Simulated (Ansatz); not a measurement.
# Work function of Cu(100): what the settings cost and change, part 2 of 2

How far do cutoff, k-mesh and smearing move the work function of Cu(100)?

Ansatz 0.2.0; plane-wave DFT, PBE, Ansatz PAW.

So far, work function, upper face (eV): step 2 (slab, setting cutoff 200 eV) 5.22; step 3 (slab) 4.54; step 4 (run) 4.54; step 5 (run) 4.54; step 6 (other k-mesh, other cutoff) 4.52.

## 7. Run

Input file input.yaml:

```yaml
crystal:
  lattice:
    - [2.5526554801, 0.0, 0.0]
    - [0.0, 2.5526554801, 0.0]
    - [0.0, 0.0, 28.83]
  atoms:
    - { symbol: Cu, position: [0.0, 0.0, 0.3121748179] }
    - { symbol: Cu, position: [0.5, 0.5, 0.3747832119] }
    - { symbol: Cu, position: [0.0, 0.0, 0.437391606] }
    - { symbol: Cu, position: [0.5, 0.5, 0.5] }
    - { symbol: Cu, position: [0.0, 0.0, 0.562608394] }
    - { symbol: Cu, position: [0.5, 0.5, 0.6252167881] }
    - { symbol: Cu, position: [0.0, 0.0, 0.6878251821] }
kpoints:
  mp_grid: { grid: [5, 5, 1] }
hamiltonian:
  xc: pbe
scf:
  occupations: { method: fermi_dirac, width: 0.1 }
  convergence: { dr2_threshold: 1.0e-09 }
efield:
  axis: 3
  dipole_correction: true
  ramp_position: 0.97
  ramp_width: 0.06
output:
  write_potential: true
  write_density: true
  volumetric_format: npy
```

Run with:

```
ansatz run input.yaml --threads 2 --pin off --max-ram 3072MiB --backend cpu --events-out ev --progress --plain --runs-dir out
```

Numbers of over 12 decimals in the logs are rounded to 6 here.

The program printed:

```text
[...]
Crystal: 7 atoms, lattice volume = 187.858 Å³
Basis set: ecut = 420 eV, 3701 PW (Γ)
Bands: 80, of which v1, the nominal top of the filled ones, is band 67 counted from 1 (66 counted from 0)
Symmetry: 8 space group operations
k-points: 6 of 25
[...]
k-point 0: bands = [... 63 lower, 3.4661, 3.5289, 3.5289, 3.5824, 3.5829, 3.8107, 5.2618, 6.1450, ... 9 higher]
  k-point 1: bands = [... 63 lower, 3.4095, 3.4335, 3.5286, 3.5385, 3.8983, 5.1896, 6.7143, 7.8674, ... 9 higher]
  k-point 2: bands = [... 63 lower, 3.4802, 3.6098, 3.6782, 3.8982, 5.2366, 6.3759, 6.5529, 8.4785, ... 9 higher]
  k-point 5: bands = [... 63 lower, 4.7974, 5.7292, 6.8520, 7.8645, 8.1379, 8.8313, 9.6470, 10.1605, ... 9 higher]
[key lines of the parts left out:]
SCF converged after 11 iterations
Free energy (F): -46375.196697 eV
Fermi energy:    4.885694 eV
Dipole field:    D = 0.000000 V/Å  (p = 0.000000 e·Å, saw-weighted, corrected)
Work function:   Φ+ = 4.4608 eV   Φ− = 4.4609 eV
```

Elapsed: 9.4 s, on 2 threads of Intel Xeon 6975P-C (Granite Rapids), shared host; peak memory 0.51 GiB; 16 s of CPU time.

The work function is 4.461 eV, -0.080 eV from the run “cutoff 420 eV”, at 0.15 times its CPU time.

## 8. Run

input.yaml: that of step 7 with these lines changed.

```diff
@@ -14,3 +14,3 @@
 kpoints:
-  mp_grid: { grid: [5, 5, 1] }
+  mp_grid: { grid: [11, 11, 1] }
 hamiltonian:
```

The program printed:

```text
[...]
Crystal: 7 atoms, lattice volume = 187.858 Å³
Basis set: ecut = 420 eV, 3701 PW (Γ)
Bands: 80, of which v1, the nominal top of the filled ones, is band 67 counted from 1 (66 counted from 0)
Symmetry: 8 space group operations
k-points: 21 of 121
[...]
k-point 0: bands = [... 63 lower, 3.3555, 3.4285, 3.4285, 3.4494, 3.4501, 3.7502, 5.2130, 6.0891, ... 9 higher]
  k-point 1: bands = [... 63 lower, 3.2656, 3.3670, 3.3684, 3.4284, 3.4563, 4.1983, 5.5932, 6.5304, ... 9 higher]
  k-point 2: bands = [... 63 lower, 3.2953, 3.3230, 3.4235, 3.4288, 3.7116, 4.9555, 6.4538, 7.5639, ... 9 higher]
  k-point 20: bands = [... 63 lower, 6.1398, 6.9920, 7.1721, 8.0570, 8.4712, 9.4689, 9.9490, 11.1216, ... 9 higher]
[key lines of the parts left out:]
SCF converged after 12 iterations
Free energy (F): -46375.048373 eV
Fermi energy:    4.881353 eV
Dipole field:    D = -0.000000 V/Å  (p = -0.000000 e·Å, saw-weighted, corrected)
Work function:   Φ+ = 4.5389 eV   Φ− = 4.5389 eV
```

Run time: 30 s. Hardware: 2 threads; peak memory 0.66 GiB.

The work function is 4.539 eV, -0.002 eV from the run “cutoff 420 eV”, at 0.53 times its CPU time.

## 9. Slab

input.yaml: that of step 8 with these lines changed.

```diff
@@ -14,3 +14,3 @@
 kpoints:
-  mp_grid: { grid: [11, 11, 1] }
+  mp_grid: { grid: [24, 24, 1] }
 hamiltonian:
```

The program printed:

```text
[...]
Crystal: 7 atoms, lattice volume = 187.858 Å³
Basis set: ecut = 420 eV, 3701 PW (Γ)
Bands: 80, of which v1, the nominal top of the filled ones, is band 67 counted from 1 (66 counted from 0)
Symmetry: 8 space group operations
k-points: 91 of 576
[...]
k-point 0: bands = [... 63 lower, 3.3427, 3.4216, 3.4216, 3.4312, 3.4321, 3.7467, 5.2050, 6.0861, ... 9 higher]
  k-point 1: bands = [... 63 lower, 3.3516, 3.3573, 3.3977, 3.4250, 3.4427, 3.8740, 5.2926, 6.1861, ... 9 higher]
  k-point 2: bands = [... 63 lower, 3.2476, 3.3566, 3.3608, 3.4131, 3.4453, 4.1403, 5.5297, 6.4622, ... 9 higher]
  k-point 90: bands = [... 63 lower, 6.7531, 6.7531, 7.8540, 7.8540, 9.2992, 9.2992, 10.9699, 10.9699, ... 9 higher]
[key lines of the parts left out:]
SCF converged after 12 iterations
Free energy (F): -46375.040089 eV
Fermi energy:    4.871952 eV
Dipole field:    D = 0.000000 V/Å  (p = 0.000000 e·Å, saw-weighted, corrected)
Work function:   Φ+ = 4.5521 eV   Φ− = 4.5521 eV
```

The job ended after 2.1 min (2 threads; peak memory 1.5 GiB).

The work function is 4.552 eV, +0.012 eV from the run “cutoff 420 eV”, at 2.2 times its CPU time.

## 10. Slab

input.yaml: that of step 9 with these lines changed.

```diff
@@ -14,3 +14,3 @@
 kpoints:
-  mp_grid: { grid: [24, 24, 1] }
+  mp_grid: { grid: [16, 16, 1] }
 hamiltonian:
@@ -18,3 +18,3 @@
 scf:
-  occupations: { method: fermi_dirac, width: 0.1 }
+  occupations: { method: gaussian, width: 0.05 }
   convergence: { dr2_threshold: 1.0e-09 }
```

The program printed:

```text
[...]
Crystal: 7 atoms, lattice volume = 187.858 Å³
Basis set: ecut = 420 eV, 3701 PW (Γ)
Bands: 80, of which v1, the nominal top of the filled ones, is band 67 counted from 1 (66 counted from 0)
Symmetry: 8 space group operations
k-points: 45 of 256
[...]
k-point 0: bands = [... 63 lower, 3.3580, 3.4395, 3.4395, 3.4452, 3.4462, 3.7575, 5.2113, 6.0954, ... 9 higher]
  k-point 1: bands = [... 63 lower, 3.3086, 3.3733, 3.3954, 3.4323, 3.4619, 4.0095, 5.4023, 6.3148, ... 9 higher]
  k-point 2: bands = [... 63 lower, 3.3408, 3.3457, 3.4076, 3.4304, 3.4532, 4.4732, 5.8787, 6.8780, ... 9 higher]
  k-point 44: bands = [... 63 lower, 6.7699, 6.7699, 7.8695, 7.8695, 9.3138, 9.3138, 10.9827, 10.9827, ... 9 higher]
[key lines of the parts left out:]
SCF converged after 12 iterations
Free energy (F): -46374.998462 eV
Fermi energy:    4.941957 eV
Dipole field:    D = 0.000000 V/Å  (p = 0.000000 e·Å, saw-weighted, corrected)
Work function:   Φ+ = 4.4701 eV   Φ− = 4.4701 eV
```

Wall time 55 s (2 threads); peak memory 0.96 GiB; 1.8 min of CPU time.

The work function is 4.470 eV, -0.070 eV from the run “cutoff 420 eV”, at 0.98 times its CPU time.

## 11. Slab

input.yaml: that of step 10 with these lines changed.

```diff
@@ -18,3 +18,3 @@
 scf:
-  occupations: { method: gaussian, width: 0.05 }
+  occupations: { method: methfessel_paxton, width: 0.2 }
   convergence: { dr2_threshold: 1.0e-09 }
```

The program printed:

```text
[...]
Crystal: 7 atoms, lattice volume = 187.858 Å³
Basis set: ecut = 420 eV, 3701 PW (Γ)
Bands: 80, of which v1, the nominal top of the filled ones, is band 67 counted from 1 (66 counted from 0)
Symmetry: 8 space group operations
k-points: 45 of 256
[...]
k-point 0: bands = [... 63 lower, 3.3533, 3.4355, 3.4355, 3.4402, 3.4412, 3.7546, 5.2090, 6.0930, ... 9 higher]
  k-point 1: bands = [... 63 lower, 3.3043, 3.3687, 3.3907, 3.4273, 3.4574, 4.0068, 5.3999, 6.3124, ... 9 higher]
  k-point 2: bands = [... 63 lower, 3.3358, 3.3407, 3.4042, 3.4256, 3.4486, 4.4706, 5.8761, 6.8756, ... 9 higher]
  k-point 44: bands = [... 63 lower, 6.7667, 6.7667, 7.8653, 7.8653, 9.3096, 9.3096, 10.9794, 10.9794, ... 9 higher]
[key lines of the parts left out:]
SCF converged after 12 iterations
Free energy (F): -46374.998202 eV
Fermi energy:    4.907025 eV
Dipole field:    D = -0.000000 V/Å  (p = -0.000000 e·Å, saw-weighted, corrected)
Work function:   Φ+ = 4.5082 eV   Φ− = 4.5082 eV
```

The job ended after 57 s (2 threads; peak memory 0.95 GiB).

The work function is 4.508 eV, -0.032 eV from the run “cutoff 420 eV”, at 1.0 times its CPU time.

## 12. Run

input.yaml: that of step 11 with these lines changed.

```diff
@@ -18,3 +18,3 @@
 scf:
-  occupations: { method: methfessel_paxton, width: 0.2 }
+  occupations: { method: fermi_dirac, width: 0.3 }
   convergence: { dr2_threshold: 1.0e-09 }
```

The program printed:

```text
band count auto-derived: 86 (N_el = 133.0; filled up to band 67; 80 by the electrons, moments and atoms)
[...]
Crystal: 7 atoms, lattice volume = 187.858 Å³
Basis set: ecut = 420 eV, 3701 PW (Γ)
Bands: 86, of which v1, the nominal top of the filled ones, is band 67 counted from 1 (66 counted from 0)
Symmetry: 8 space group operations
k-points: 45 of 256
[...]
k-point 0: bands = [... 63 lower, 3.2730, 3.3547, 3.3556, 3.3556, 3.3558, 3.7114, 5.1812, 6.0592, ... 15 higher]
  k-point 1: bands = [... 63 lower, 3.2258, 3.2880, 3.3078, 3.3423, 3.3751, 3.9587, 5.3692, 6.2766, ... 15 higher]
  k-point 2: bands = [... 63 lower, 3.2536, 3.2578, 3.3399, 3.3435, 3.3669, 4.4207, 5.8416, 6.8372, ... 15 higher]
  k-point 44: bands = [... 63 lower, 6.7144, 6.7144, 7.8139, 7.8139, 9.2605, 9.2605, 10.9297, 10.9297, ... 15 higher]
[key lines of the parts left out:]
SCF converged after 12 iterations
Free energy (F): -46375.353815 eV
Fermi energy:    4.863011 eV
Dipole field:    D = -0.000000 V/Å  (p = -0.000000 e·Å, saw-weighted, corrected)
Work function:   Φ+ = 4.5919 eV   Φ− = 4.5919 eV
```

The job ended after 67 s (2 threads; peak memory 1 GiB).

The work function is 4.592 eV, +0.051 eV from the run “cutoff 420 eV”, at 1.2 times its CPU time.

## 13. Slab

input.yaml: that of step 12 with these lines changed.

```diff
@@ -18,3 +18,3 @@
 scf:
-  occupations: { method: fermi_dirac, width: 0.3 }
+  occupations: { method: cold, width: 0.1 }
   convergence: { dr2_threshold: 1.0e-09 }
```

The program printed:

```text
[...]
Crystal: 7 atoms, lattice volume = 187.858 Å³
Basis set: ecut = 420 eV, 3701 PW (Γ)
Bands: 80, of which v1, the nominal top of the filled ones, is band 67 counted from 1 (66 counted from 0)
Symmetry: 8 space group operations
k-points: 45 of 256
[...]
k-point 0: bands = [... 63 lower, 3.3555, 3.4376, 3.4376, 3.4423, 3.4433, 3.7563, 5.2104, 6.0945, ... 9 higher]
  k-point 1: bands = [... 63 lower, 3.3064, 3.3709, 3.3929, 3.4294, 3.4596, 4.0084, 5.4013, 6.3138, ... 9 higher]
  k-point 2: bands = [... 63 lower, 3.3381, 3.3430, 3.4061, 3.4278, 3.4508, 4.4722, 5.8776, 6.8770, ... 9 higher]
  k-point 44: bands = [... 63 lower, 6.7687, 6.7687, 7.8677, 7.8677, 9.3123, 9.3123, 10.9811, 10.9811, ... 9 higher]
[key lines of the parts left out:]
SCF converged after 12 iterations
Free energy (F): -46374.998877 eV
Fermi energy:    4.934599 eV
Dipole field:    D = -0.000000 V/Å  (p = -0.000000 e·Å, saw-weighted, corrected)
Work function:   Φ+ = 4.4787 eV   Φ− = 4.4787 eV
```

Run time: 53 s. Hardware: 2 threads; peak memory 0.96 GiB.

The work function is 4.479 eV, -0.062 eV from the run “cutoff 420 eV”, at 0.95 times its CPU time.

## 14. Side by side

Times are for 2 threads of Intel Xeon 6975P-C (Granite Rapids), shared host. Results by setting:

| no. | setting | work function, upper face (eV) | time | memory (GiB) |
| --- | --- | --- | --- | --- |
| 1 | cutoff 200 eV | 5.217 | 22 s | 0.54 |
| 2 | cutoff 300 eV | 4.542 | 42 s | 0.71 |
| 3 | cutoff 420 eV | 4.541 | 56 s | 0.96 |
| 4 | cutoff 600 eV | 4.540 | 91 s | 1.4 |
| 5 | mesh 3x3 | 4.522 | 5.6 s | 0.47 |
| 6 | mesh 5x5 | 4.461 | 9.4 s | 0.51 |
| 7 | mesh 11x11 | 4.539 | 30 s | 0.66 |
| 8 | mesh 24x24 | 4.552 | 2.1 min | 1.5 |
| 9 | Gaussian smearing 0.05 eV | 4.470 | 55 s | 0.96 |
| 10 | methfessel_paxton smearing 0.2 eV | 4.508 | 57 s | 0.95 |
| 11 | fermi_dirac smearing 0.3 eV | 4.592 | 67 s | 1.0 |
| 12 | cold smearing 0.1 eV | 4.479 | 53 s | 0.96 |

## 15. A changed input

An input spoilt on purpose, to show how the run answers: it repeats the earlier run “cutoff 200 eV” with kpoints.mp_grid.grid from [16, 16, 1] to [0, 16, 1], and scf.max_iter set to 60; its output block differs too.

input.yaml: that of step 13 with these lines changed.

```diff
@@ -14,3 +14,3 @@
 kpoints:
-  mp_grid: { grid: [16, 16, 1] }
+  mp_grid: { grid: [0, 16, 1] }
 hamiltonian:
@@ -18,4 +18,5 @@
 scf:
-  occupations: { method: cold, width: 0.1 }
+  occupations: { method: fermi_dirac, width: 0.1 }
   convergence: { dr2_threshold: 1.0e-09 }
+  max_iter: 60
 efield:
@@ -25,2 +26,4 @@
   ramp_width: 0.06
+basis:
+  ecutwfc: "200 eV"
 output:
```

The program printed:

```text
Error: invalid value for `kpoints.mp_grid.grid`: each dimension must be in 1..=255
```

Run time: 0.07 s. Hardware: 2 threads; peak memory 0.09 GiB.

The input was rejected at the start.

The program's message: “Error: invalid value for `kpoints.mp_grid.grid`: each dimension must be in 1..=255”

The fault put into the input: a zero in the mesh.

## 16. What came out

* work function, cutoff 200 eV: 5.217 eV
* work function, cutoff 420 eV: 4.541 eV
* work function, cutoff 600 eV: 4.540 eV
* work function, mesh 5x5: 4.461 eV

**Reading.** The run at the highest cutoff gives 4.54 eV, and the settings tried spread the value from 4.46 to 5.22 eV. Against 600 eV, a cutoff of 200 eV is off by +0.677 eV. Against 600 eV, a cutoff of 420 eV is off by +0.000 eV. Against the finest mesh, 24 points along a, the coarser ones are off by -0.03 (3), -0.09 (5) and -0.01 (11) eV. The smearing schemes and widths spread it over 0.12 eV. The program marks the value as in doubt in “cutoff 200 eV”. The ladder's slabs use the tabulated experimental lattice constant (two decimals; a low-temperature value for the alkali metals). In 2 runs of the series (cutoff 200 eV and cutoff 300 eV) the program warns that electrons reach the sawtooth's ramp, which makes dipole and work function less sure.

Comparison with the measured values:

| quantity | measured | cutoff 600 eV |
| --- | --- | --- |
| work function (clean (100) face, a compiled value) (eV) | 4.73 | 4.54 (-0.19 eV) |

Measured values from arxiv:1902.07811 (2019).

Verdict: The work function is off by -0.19 eV: fair agreement. The grades are ours: good and fair within 3 and 7 % for the work function. No cell relaxation is part of this session.

[Logs are printed without paths, hosts, clocks, repeated set-up lines and the standing remarks that a program may print on its own settings, such as how far it seeks lower states.]

[Hosts, paths, dates, database ids (printed as entryN), source tags and the programs' standing remarks are cut or masked in the printed files.]

[Maps of the electrostatic potential energy from Ansatz leave out the sawtooth potential of an applied field or a dipole correction, so their vacuum need not be flat; planar profiles and work functions include it.]
